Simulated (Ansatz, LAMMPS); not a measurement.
# Static equation of state of glassy 40SiO2-28Al2O3-16Li2O-16SrO (mol %) (85 atoms)

Density of this cell: 3.01 g/cm³. The cell holds 85 atoms: 10 Si, 14 Al, 8 Li, 4 Sr and 49 O. Cell: a = 9.966 Å, b = 10.176 Å, c = 10.054 Å, α = 88.5°, β = 90.6°, γ = 90.4°. The starting structure: 85 atoms (10 Si, 14 Al, 8 Li, 4 Sr, 49 O) placed at random at 3.11 g/cm³, melted at 4000 K for 10 ps at fixed volume with the Morse and Coulomb pair potential with partial charges (Pedone, Malavasi, Menziani, Cormack and Segre, J. Phys. Chem. B 110, 11780 (2006)). Quenched from 4000 K to 300 K at 6 K/ps and fixed volume, held 5 ps, then minimised at fixed cell.

Calculated with Ansatz 0.2.0: Kohn-Sham DFT, PBE, PAW (set soft_2), plane waves; cutoff 420 eV, Γ point, fermi-dirac smearing of 0.05 eV. Cell and atoms were relaxed first, to V0 = 11.990 Å³ an atom at a residual P0 = 0.013 GPa. The cell was then scaled evenly, and the atoms were relaxed at each volume.

| volume (Å³/atom) | pressure (GPa) |
| --- | --- |
| 10.791 | ? |
| 11.270 | 4.750 |
| 11.630 | 1.987 |
| 12.350 | -1.817 |
| 12.709 | -3.361 |

Task: Fit the third-order Birch–Murnaghan equation to the rows given and extrapolate to the withheld row.

Worked fit:

Take the Eulerian strain f = ½[(V0/V)^(2/3) − 1] and the normalised pressure F = (P − P0) / [3f(1 + 2f)^(5/2)]. The third-order Birch–Murnaghan equation is then the line F = B0 + (3/2)B0(B′ − 4) f, so u = f and v = F.

| u = f | v = F (GPa) |
| --- | --- |
| 0.0210563 | 67.6325 |
| 0.0102570 | 60.9622 |
| -0.00975636 | 65.6839 |
| -0.0190506 | 65.0512 |

With n = 4: mean u = 6.2658e-4, mean v = 64.8325, Σ(u − ū)² = 0.0010051, Σ(u − ū)(v − v̄) = 0.0067871. Slope b = 0.0067871 / 0.0010051 = 6.7526; intercept a = v̄ − b ū = 64.828.

So B0 = a = 64.8 GPa and B′ = 4 + 2b/(3a) = 4.07. At the withheld volume f = 0.03638, F = a + b f = 65.07 GPa, and P = P0 + 3f(1 + 2f)^(5/2) F.

Prediction at 10.791: 8.479 GPa. The run gave 9.171 GPa, so the fit is low by 0.69 GPa (7.5 % of the value).

The series isn't one smooth equation of state: even a line fitted to all rows, the withheld one included, misses F by up to 8.5 %, the count of bonds changes along the series and an atom moves over 0.5 Å in some relaxation. B0 and B′ are then only the numbers of this fit, not moduli of the material. Among the rows given, the largest miss of the fit is at 11.270, by 0.19 GPa (1.5 % of the range of the table).

Limits: Static cells at zero temperature; the cell shape is held. The program notes that the SCF threshold of these relaxations is loose for the stress. The quench rate of 6 K/ps is many orders above laboratory rates, so the cell is likely richer in defects and strain than a real sample. The network of bonds at the start is that of the classical potential that made the cell, and needn't be the one that DFT or experiment would give. Only the Γ point is sampled, in a cell whose shortest periodic width is 10 Å.

[Hosts, paths, dates, database ids (printed as entryN), source tags and the programs' standing remarks are cut or masked in the printed files.]
